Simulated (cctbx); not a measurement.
# What resolution and counting buy: Mg6TaV

Space group Amm2 (no. 38), a = 5.0240 Å, b = 6.3460 Å, c = 10.6570 Å, α = 90.00°, β = 90.00°, γ = 90.00°.

```
atom  mult.    x       y       z  Ueq (Å²)
 Ta1      2  1/2     1/2  0.8332    0.0093
  V1      2  1/2     1/2  0.3317    0.0113
 Mg1      2    0     1/2  0.6600    0.0178
 Mg2      2    0     1/2  0.1751    0.0143
 Mg3      4    0  0.2406  0.9153    0.0106
 Mg4      4  1/2  0.2559  0.0852    0.0134
```

This is a model crystal, built by substitution and not relaxed, with assumed displacement parameters.

Five simulated data sets (cctbx; Ag Kα, λ = 0.56087 Å; 3 % proportional error) differ in resolution or exposure (noise floor 4 counts in the first three, 8 in the last two). Each is refined with the right model, isotropic at 1.1 Å and anisotropic otherwise. How do the figures of merit and the uncertainties move?

| d min (Å) | top counts | ⟨I/σ⟩ (unmerged, absences included) | unique | param. (scale apart) | Rint | R1 | GooF | largest s.u. xyz (fractional) | s.u. U of Mg1 (Å²) | largest error (Å) |
| --- | --- | --- | --- | --- | --- | --- | --- | --- | --- | --- |
| 1.1 | 40000 | 15.0 | 174 | 14 | 0.023 | 0.0098 | 0.96 | 0.00145 | 0.0011 | 0.0258 |
| 0.84 | 40000 | 14.2 | 361 | 28 | 0.022 | 0.0092 | 0.97 | 0.00122 | 0.0013 | 0.0132 |
| 0.6 | 40000 | 12.6 | 947 | 28 | 0.024 | 0.0097 | 0.91 | 0.00060 | 0.0006 | 0.0153 |
| 0.75 | 300 | 1.3 | 506 | 28 | 0.223 | 0.0833 | 0.96 | 0.00604 | 0.0115 | 0.1572 |
| 0.75 | 3000 | 6.0 | 506 | 28 | 0.046 | 0.0211 | 0.96 | 0.00284 | 0.0022 | 0.0318 |

The number of reflections grows roughly as 1/d³: 174, 361 and 947 here. R1 follows the noise rather than the truth: at 300 counts it is 0.0833, at 3000 counts 0.0211, while GooF is 0.96 and 0.96: the weights 1/σ² carry the noise. The s.u. of U (U11 where anisotropic) for Mg1 goes 0.0011, 0.0013, 0.0006 Å² with resolution and 0.0115, 0.0022 Å² with exposure.

Hardware for the 0.6 Å refinement: 0.71 s on 1 thread of Arm Neoverse V2, on a shared host, peak memory 0.09 GiB.

[Logs are printed without paths, hosts, clocks, repeated set-up lines and the standing remarks that a program may print on its own settings, such as how far it seeks lower states.]
